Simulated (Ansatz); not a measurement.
**Tc of Ir (Fm-3m) from its phonons**

Aim: the phonon-mediated transition temperature of Ir (Fm-3m) at ambient pressure, over a range of μ*. The cell shown first is a relaxed one, from steps not shown here.

Method: DFT PBE, scalar-relativistic, plane waves, PAW, in the first sound run; inputs show where later runs differ, in Ansatz 0.2.0.

The experiments to compare with:

For Ir (bulk crystal), “List of superconductors” (2026, Wikipedia's table of superconducting elements, as read in December) quotes earlier work: superconducting transition temperature (bulk, normal pressure) 0.14 K.

## Step 1: The cell after earlier relaxation steps

Symmetry: Fm-3m, No. 225, cubic system. The conventional cell has a = 3.871 Å, b = 3.871 Å, c = 3.871 Å, α = 90.00°, β = 90.00°, γ = 90.00°. Nearest to Ir lie 12 Ir at 2.74 Å.

Coordinates:

```cif
data_structure
_symmetry_space_group_name_H-M 'P 1'
_symmetry_Int_Tables_number 1
_cell_length_a 2.7375
_cell_length_b 2.7375
_cell_length_c 2.7375
_cell_angle_alpha 60.000
_cell_angle_beta 60.000
_cell_angle_gamma 60.000
_cell_volume 14.51
loop_
_atom_site_label
_atom_site_type_symbol
_atom_site_fract_x
_atom_site_fract_y
_atom_site_fract_z
_atom_site_occupancy
Ir1 Ir 0.00000 0.00000 0.00000 1
```

## Step 2: Coupling and resistivity: finite displacements

The run that gives the couplings also evaluates McMillan's and Allen and Dynes's formulas and, where asked, the Eliashberg equations, over a range of μ*.

The input, input.yaml:

```yaml
crystal:
  lattice:
    - [0.0, 1.9357158692, 1.9357158692]
    - [1.9357158692, 0.0, 1.9357158692]
    - [1.9357158692, 1.9357158692, 0.0]
  atoms:
    - { symbol: Ir, position: [0.0, 0.0, 0.0] }
kpoints:
  mp_grid: { grid: [9, 9, 9] }
hamiltonian:
  xc: pbe
scf:
  occupations: { method: methfessel_paxton, width: 0.2 }
output:
  eigenvalues: true
phonons:
  method: fd
  supercell: [3, 3, 3]
  temperatures: { t_max: 1000, t_step: 50 }
  qpath:
    path:
      - [[0.0, 0.0, 0.0], [0.5, 0.0, 0.5], [0.625, 0.25, 0.625]]
      - [[0.375, 0.375, 0.75], [0.0, 0.0, 0.0], [0.5, 0.5, 0.5], [0.5, 0.25, 0.75], [0.5, 0.0, 0.5]]
    npoints: 10
  electrical_resistivity:
    mesh: [16, 16, 16]
    temperatures: [20.0, 50.0, 80.0, 100.0, 150.0, 200.0, 273.0, 300.0, 400.0, 500.0, 600.0, 800.0]
  superconductivity: { mesh: [16, 16, 16], eliashberg_equations: false }
```

The run is started by

```
> ansatz run input.yaml --threads 4 --pin off --max-ram 10240MiB --backend cpu --events-out ev --progress --plain --runs-dir out
```

Numbers of over 12 decimals in the logs are rounded to 6 here.

Log:

```text
Engine: ansatz 0.2.0, x86_64-unknown-linux-gnu
Pseudopotentials: kind: paw
Pseudopotential: Ir, paw, valence charge 17, recommended cutoff 420 eV (normal), Ir.paw.azcp
Functional definition: PBE
  parameter kappa = 0.804
  parameter beta = 0.066725
  exchange = pbe_x(kappa = kappa, mu = beta*pi^2/3)
  correlation = pbe_c(beta = beta)
Crystal: 27 atoms, lattice volume = 391.668 Å³
Basis set: ecut = 420 eV, 7727 PW (Γ), exchange–correlation on 120×120×120 points (8 copies of the dense FFT grid, shifted against one another)
Bands: 351, of which v1, the nominal top of the filled ones, is band 230 counted from 1 (229 counted from 0)
Symmetry: 1296 space group operations
k-points: 4 of 27
Non-local potential: Ir, projectors of the file, l = 0: 3, l = 1: 2, l = 2: 2, l = 3: 1
PAW form: soft (Blöchl's): semilocal exchange-correlation on the pseudo side does not see the compensation charge
PAW one-centre angular grid: Ir, 590 points (default); XC on 64 Gauss nodes
Initial density: handed on by an earlier stage of this run
Initial wavefunctions: those handed on with the density
Functional: x = pbe(κ = 0.804, μ = 0.219515), c = pbe(β = 0.066725)
SCF iter   1: F=—  HF=-322253.909780 eV  |F-HF|=—  |Δ(HF+E_count)|=         —  Δρ=3.16e-8  dr2=4.01e-12  ethr=1.00e-12  ⟨swp⟩=3.0  Hψ=3318  notcnv=0
preconditioner: auto → Resta (q_TF=auto, 2.801 Å⁻¹)  ε∞=5.4  [insulator: Δε(μ)=0.175 eV  Ē_g=13.890 eV  σ=0.200 eV  W_gap=0.62  n_scr=136 (ndim 8)  ℏωp=29.2 eV  f_vac=0.000  D(μ)=12.15/eV (n_scr^D=88)  ε∞_Penn≈5.4]
SCF iter   2: F=-322253.909780 eV  HF=-322253.909780 eV  |F-HF|=1.16e-10  |Δ(HF+E_count)|=  5.82e-11  S|Δr|=    0.00e0  Δρ=1.53e-8  dr2=9.00e-13  ethr=1.00e-12  ⟨swp⟩=2.0  Hψ=2350  notcnv=0
SCF 1 converged in 2 iterations: F = -322253.909780 eV  dr2 = 9.00e-13
  greatest PAW one-centre occupation: 1.000 electrons in one spin orbital (limit 2), on the Ir atom at site 26 (counted from 0), in its partial waves of l = 0
Symmetry: 8 space group operations
k-points: 6 of 27 (time reversal used)
iter 1 solved again at ethr=4.26e-9 eV; its pass at ethr=3.10e-3 eV (dr2=1.96e-5 eV) is discarded
SCF iter   1: F=—  HF=-322253.909748 eV  |F-HF|=—  |Δ(HF+E_count)|=         —  Δρ=8.20e-5  dr2=1.93e-5  ethr=4.26e-9  ⟨swp⟩=3.0  Hψ=8082  notcnv=0  defer=7
preconditioner: auto → Resta (q_TF=auto, 2.801 Å⁻¹)  ε∞=5.4  [insulator: Δε(μ)=0.173 eV  Ē_g=13.890 eV  σ=0.200 eV  W_gap=0.61  n_scr=136 (ndim 8)  ℏωp=29.2 eV  f_vac=0.000  D(μ)=12.15/eV (n_scr^D=88)  ε∞_Penn≈5.4]
SCF iter   2: F=—  HF=-322253.909736 eV  |F-HF|=—  |Δ(HF+E_count)|=   1.15e-5  S|Δr|=    0.00e0  Δρ=4.21e-5  dr2=4.83e-6  ethr=4.21e-9  ⟨swp⟩=1.0  Hψ=1540  notcnv=0  defer=7
SCF iter   3: F=—  HF=-322253.909736 eV  |F-HF|=—  |Δ(HF+E_count)|=   6.81e-7  S|Δr|=    0.00e0  Δρ=4.20e-6  dr2=6.32e-8  ethr=1.05e-9  ⟨swp⟩=2.2  Hψ=2092  notcnv=0  defer=7
SCF iter   4: F=—  HF=-322253.909736 eV  |F-HF|=—  |Δ(HF+E_count)|=   7.22e-9  S|Δr|=    0.00e0  Δρ=7.39e-7  dr2=9.42e-10  ethr=1.38e-11  ⟨swp⟩=2.0  Hψ=2212  notcnv=0  defer=7
SCF iter   5: F=—  HF=-322253.909736 eV  |F-HF|=—  |Δ(HF+E_count)|=    0.00e0  S|Δr|=    0.00e0  Δρ=8.94e-8  dr2=1.51e-11  ethr=1.00e-12  ⟨swp⟩=1.0  Hψ=1540  notcnv=0  defer=7
SCF iter   6: F=-322253.909736 eV  HF=-322253.909736 eV  |F-HF|=0.00e0  |Δ(HF+E_count)|=  5.82e-11  S|Δr|=    0.00e0  Δρ=1.53e-8  dr2=6.36e-13  ethr=1.00e-12  ⟨swp⟩=4.7  Hψ=6235  notcnv=0
SCF 2 converged in 6 iterations: F = -322253.909736 eV  dr2 = 6.36e-13
  greatest PAW one-centre occupation: 1.000 electrons in one spin orbital (limit 2), on the Ir atom at site 21 (counted from 0), in its partial waves of l = 0
Crystal: 1 atoms, lattice volume = 14.506 Å³
Basis set: ecut = 420 eV, 283 PW (Γ), exchange–correlation on 40×40×40 points (8 copies of the dense FFT grid, shifted against one another)
Bands: 13, of which v1, the nominal top of the filled ones, is band 9 counted from 1 (8 counted from 0)
Symmetry: 48 space group operations
k-points: 35 of 729
Initial density: superposition of atomic densities (neutral atoms: chi_scale 0, normalization atom), corrected by the library's trained network
Initial wavefunctions: pseudopotential atomic-orbital guess
SCF iter   1: F=—  HF=-11935.329284 eV  |F-HF|=—  |Δ(HF+E_count)|=         —  Δρ=6.71e-3  dr2=1.24e-3  ethr=1.77e-3  ⟨swp⟩=5.0  Hψ=2189  notcnv=0
preconditioner: auto → none  [insulator: Δε(μ)=0.178 eV  Ē_g=13.928 eV  σ=0.200 eV  W_gap=0.63  n_scr=0 (ndim 8)  ℏωp=29.2 eV  f_vac=0.000  D(μ)=0.46/eV (n_scr^D=0)  ε∞_Penn≈5.4]
SCF iter   2: F=—  HF=-11935.329731 eV  |F-HF|=—  |Δ(HF+E_count)|=   4.47e-4  S|Δr|=    0.00e0  Δρ=3.33e-3  dr2=3.02e-4  ethr=7.29e-6  ⟨swp⟩=2.2  Hψ=868  notcnv=0
SCF iter   3: F=—  HF=-11935.330004 eV  |F-HF|=—  |Δ(HF+E_count)|=   2.73e-4  S|Δr|=    0.00e0  Δρ=4.15e-4  dr2=2.34e-5  ethr=1.78e-6  ⟨swp⟩=2.1  Hψ=586  notcnv=0
SCF iter   4: F=—  HF=-11935.329995 eV  |F-HF|=—  |Δ(HF+E_count)|=   9.37e-6  S|Δr|=    0.00e0  Δρ=1.38e-4  dr2=1.59e-6  ethr=1.38e-7  ⟨swp⟩=2.5  Hψ=626  notcnv=0
SCF iter   5: F=—  HF=-11935.329992 eV  |F-HF|=—  |Δ(HF+E_count)|=   2.82e-6  S|Δr|=    0.00e0  Δρ=2.16e-5  dr2=1.88e-8  ethr=9.35e-9  ⟨swp⟩=2.2  Hψ=588  notcnv=0
SCF iter   6: F=—  HF=-11935.329992 eV  |F-HF|=—  |Δ(HF+E_count)|=   2.54e-8  S|Δr|=    0.00e0  Δρ=2.53e-6  dr2=6.83e-10  ethr=1.11e-10  ⟨swp⟩=2.0  Hψ=619  notcnv=0
SCF iter   7: F=-11935.329992 eV  HF=-11935.329992 eV  |F-HF|=1.27e-11  |Δ(HF+E_count)|=  2.07e-10  S|Δr|=    0.00e0  Δρ=4.43e-7  dr2=2.20e-11  ethr=1.00e-12  ⟨swp⟩=2.1  Hψ=901  notcnv=0
SCF 3 converged in 7 iterations: F = -11935.329992 eV  dr2 = 2.20e-11
  greatest PAW one-centre occupation: 1.000 electrons in one spin orbital (limit 2), on the Ir atom at site 0 (counted from 0), in its partial waves of l = 0
NSCF: frozen V_eff on 35 k-points
NSCF: frozen V_eff on 72 k-points
[...]
SCF converged after 2 iterations
Stability not checked: this state was not tested for a lower state beside it, because cold or Methfessel-Paxton smearing, or corrected tetrahedra, fill the levels in a way that the test cannot read (fill_not_monotonic; see scf.lower_state_search)
Free energy (F): -322253.909780 eV
Harris-Foulkes:  -322253.909780 eV  (|F-HF|=1.16e-10)
Internal energy: -322253.974962 eV  (E = F + TS)
E sigma→0 (E₀):  -322253.926075 eV
Entropy (-TS):   0.065182 eV (2.414 meV/atom)
Fermi energy:    24.933526 eV
--- Per-component energies (eV) ---
  E_band       = -2545.364984
  E_kinetic    = 16802.196609
  E_local      = -29489.093765  (includes V_loc(G=0)·N_el)
  E_nonlocal   = 1956.987518
  E_hartree    = 11269.179018
  E_xc         = -7231.069096
  E_vxc        = -8097.239125  (∫ρ·V_xc dr)
[...]
150.00      2.1888e0              no      2.1888e0      2.1888e0      2.1888e0        2.2935e0          2.0421e0
    200.00      3.1567e0              no      3.1567e0      3.1567e0      3.1567e0        3.2726e0          2.9439e0
    273.00      4.5069e0              no      4.5069e0      4.5069e0      4.5069e0        4.6550e0          4.2038e0
    300.00      4.9962e0              no      4.9962e0      4.9962e0      4.9962e0        5.1579e0          4.6607e0
    400.00      6.7845e0              no      6.7845e0      6.7845e0      6.7845e0        7.0000e0          6.3320e0
    500.00      8.5526e0              no      8.5526e0      8.5526e0      8.5527e0        8.8243e0          7.9868e0
    600.00      1.0312e1              no      1.0312e1      1.0312e1      1.0312e1        1.0642e1          9.6361e0
    800.00      1.3829e1              no      1.3829e1      1.3829e1      1.3829e1        1.4278e1          1.2940e1
  mean free path at 20 K (of a tensor a third of its trace): 44969 nm by what each carries, 37903 by the Fermi surface alone
  mean free path at 50 K (of a tensor a third of its trace): 278 nm by what each carries, 217 by the Fermi surface alone
  Hall coefficient in a weak field at 50 K (a third of the trace): 2.693e-11 m³/C (as a tensor it moves by 16.4 % between the two finest meshes); by each state's relaxation time: 2.226e-11 m³/C; by a constant relaxation time: 4.019e-11 m³/C
  mean free path at 80 K (of a tensor a third of its trace): 62.5 nm by what each carries, 52.1 by the Fermi surface alone
  Hall coefficient in a weak field at 80 K (a third of the trace): 3.903e-11 m³/C (as a tensor it moves by 8.0 % between the two finest meshes); by each state's relaxation time: 2.184e-11 m³/C; by a constant relaxation time: 4.035e-11 m³/C
  mean free path at 100 K (of a tensor a third of its trace): 37.8 nm by what each carries, 32.7 by the Fermi surface alone
  Hall coefficient in a weak field at 100 K (a third of the trace): 4.172e-11 m³/C (as a tensor it moves by 5.3 % between the two finest meshes); by each state's relaxation time: 2.156e-11 m³/C; by a constant relaxation time: 4.041e-11 m³/C
  mean free path at 150 K (of a tensor a third of its trace): 19.2 nm by what each carries, 17.2 by the Fermi surface alone
  Hall coefficient in a weak field at 150 K (a third of the trace): 4.278e-11 m³/C (as a tensor it moves by 1.4 % between the two finest meshes); by each state's relaxation time: 2.130e-11 m³/C; by a constant relaxation time: 4.048e-11 m³/C
  mean free path at 200 K (of a tensor a third of its trace): 13.2 nm by what each carries, 11.9 by the Fermi surface alone
  Hall coefficient in a weak field at 200 K (a third of the trace): 4.269e-11 m³/C (as a tensor it moves by 0.6 % between the two finest meshes); by each state's relaxation time: 2.126e-11 m³/C; by a constant relaxation time: 4.052e-11 m³/C
  mean free path at 273 K (of a tensor a third of its trace): 9.20 nm by what each carries, 8.35 by the Fermi surface alone
  Hall coefficient in a weak field at 273 K (a third of the trace): 4.260e-11 m³/C (as a tensor it moves by 1.8 % between the two finest meshes); by each state's relaxation time: 2.129e-11 m³/C; by a constant relaxation time: 4.057e-11 m³/C
  mean free path at 300 K (of a tensor a third of its trace): 8.30 nm by what each carries, 7.53 by the Fermi surface alone
  Hall coefficient in a weak field at 300 K (a third of the trace): 4.258e-11 m³/C (as a tensor it moves by 2.0 % between the two finest meshes); by each state's relaxation time: 2.130e-11 m³/C; by a constant relaxation time: 4.059e-11 m³/C
  mean free path at 400 K (of a tensor a third of its trace): 6.11 nm by what each carries, 5.54 by the Fermi surface alone
  Hall coefficient in a weak field at 400 K (a third of the trace): 4.258e-11 m³/C (as a tensor it moves by 2.2 % between the two finest meshes); by each state's relaxation time: 2.137e-11 m³/C; by a constant relaxation time: 4.066e-11 m³/C
  mean free path at 500 K (of a tensor a third of its trace): 4.86 nm by what each carries, 4.40 by the Fermi surface alone
  Hall coefficient in a weak field at 500 K (a third of the trace): 4.260e-11 m³/C (as a tensor it moves by 2.3 % between the two finest meshes); by each state's relaxation time: 2.145e-11 m³/C; by a constant relaxation time: 4.076e-11 m³/C
  mean free path at 600 K (of a tensor a third of its trace): 4.03 nm by what each carries, 3.65 by the Fermi surface alone
  Hall coefficient in a weak field at 600 K (a third of the trace): 4.263e-11 m³/C (as a tensor it moves by 2.3 % between the two finest meshes); by each state's relaxation time: 2.154e-11 m³/C; by a constant relaxation time: 4.087e-11 m³/C
  mean free path at 800 K (of a tensor a third of its trace): 3.02 nm by what each carries, 2.72 by the Fermi surface alone
  Hall coefficient in a weak field at 800 K (a third of the trace): 4.271e-11 m³/C (as a tensor it moves by 2.4 % between the two finest meshes); by each state's relaxation time: 2.175e-11 m³/C; by a constant relaxation time: 4.114e-11 m³/C
  the resistivity times a path that all electrons share, by the Fermi surface of the deck's mesh alone (a third of the trace): 3.762e-16 Ω·m²
  not converged in the mesh (λ; λ_tr; the resistivity at 20 K by 6.28 %; the resistivity at 50 K by 3.56 %; the resistivity at 80 K by 3.99 %; the resistivity at 100 K by 4.02 %; the resistivity at 150 K by 3.98 %; the resistivity at 200 K by 3.92 %; the resistivity at 273 K by 3.79 %; the resistivity at 300 K by 3.74 %; the resistivity at 400 K by 3.51 %; the resistivity at 500 K by 3.24 %; the resistivity at 600 K  [...]
  vibrations of 27 cells: unjudged by the run; compare a larger repeat
  the changes of the potential over all sites missed a rigid shift's by 0.00 % (the site terms' by 0.01 %)
  at the force constants' own smearing the fine mesh and the k-points of their solves give squared frequencies that differ by 17.7 % of the larger at the most, at (0, 0.3333, -0.3333)
--- Superconductivity: potentials and phonons of a 3×3×3 supercell ---
  pairing by harmonic phonons, in the closed forms alone; spin fluctuations are left out, and so is spin–orbit coupling
           mesh         λ    ħω_log (meV)  μ* declared at (meV)
       16×16×16    0.4178          17.458               17.871
          8×8×8    0.4416          17.469               17.873
          4×4×4    0.2389          17.759               18.428
  λ by the species' shares of the modes' patterns: Ir 0.4178
  transition temperature on the deck's mesh (K), isotropic and anisotropic, restricted to the Fermi surface (FSR) and over the full bandwidth (FBW), and the last with the density of states resolved in a narrower window:
        μ*   McMillan   Allen–Dynes      iso. FSR      iso. FBW    aniso. FSR    aniso. FBW  narrow window
      0.08      1.614         1.640             -             -             -             -              -
      0.10      1.081         1.097             -             -             -             -              -
      0.12      0.671         0.680             -             -             -             -              -
      0.13      0.510         0.517             -             -             -             -              -
      0.14      0.377         0.382             -             -             -             -              -
      0.16      0.185         0.187             -             -             -             -              -
      0.20      0.023         0.024             -             -             -             -              -
  not judged without the Eliashberg equations: between neighbouring meshes, the two finest first, λ moves by 5.69 % and 45.91 %
  vibrations of 27 cells: unjudged by the run; compare a larger repeat
  the changes of the potential over all sites missed a rigid shift's by 0.00 % (the site terms' by 0.01 %)
  at the force constants' own smearing the fine mesh and the k-points of their solves give squared frequencies that differ by 17.7 % of the larger at the most, at (0, 0.3333, -0.3333)
```

Run time: 43 s. Hardware: 4 threads of Intel Xeon 6975P-C (Granite Rapids), shared host; peak memory 3.1 GiB; 2.7 min of CPU time.

The column dr2 measures how far the density is from self-consistency, as an energy; F and HF (Harris–Foulkes) agree once it is small.

Numbers from this step:

| Item | Value |
| --- | --- |
| volume per atom | 14.51 Å³ |
| metallic on mesh | yes |
| gap on the k-mesh | 0 eV |
| zero point energy | 0.02550 eV/cell |
| share of imaginary modes in the plain interpolation between solved wavevectors | 0 |
| highest frequency, solved or plainly interpolated | 207.7 cm⁻¹ |
| Debye temperature (second moment) | 262 K |
| resistivity at 300 K | 4.996 μΩ cm |
| coupling constant λ | 0.4178 |
| density of states at the Fermi level | 0.4797 states/eV a spin and cell |
| log mean phonon energy ħω_log | 17.46 meV |
| transport coupling constant λ_tr | 0.4707, 0.4707, 0.4707 (xx, yy, zz) |
| Drude plasma energy | 10.29, 10.29, 10.29 eV (xx, yy, zz) |
| resistivity times mean free path | 3.762, 3.762, 3.762 × 10⁻¹⁶ Ω m² (xx, yy, zz) |
| second-moment phonon energy ħω₂ | 17.87 meV |
| coupling λ by branch | 0.15, 0.139, 0.129 (branches by rank of frequency) |

Transition temperatures:

```csv
μ*,McMillan Tc (K),Allen–Dynes Tc (K)
0.08,1.61,1.64
0.1,1.08,1.1
0.12,0.671,0.68
0.13,0.51,0.517
0.14,0.377,0.382
0.16,0.185,0.187
0.2,0.0235,0.0237
```

[end of part 1 of 2]

[Logs are printed without paths, hosts, clocks, repeated set-up lines and the standing remarks that a program may print on its own settings, such as how far it seeks lower states.]

[Hosts, paths, dates, database ids (printed as entryN), source tags and the programs' standing remarks are cut or masked in the printed files.]
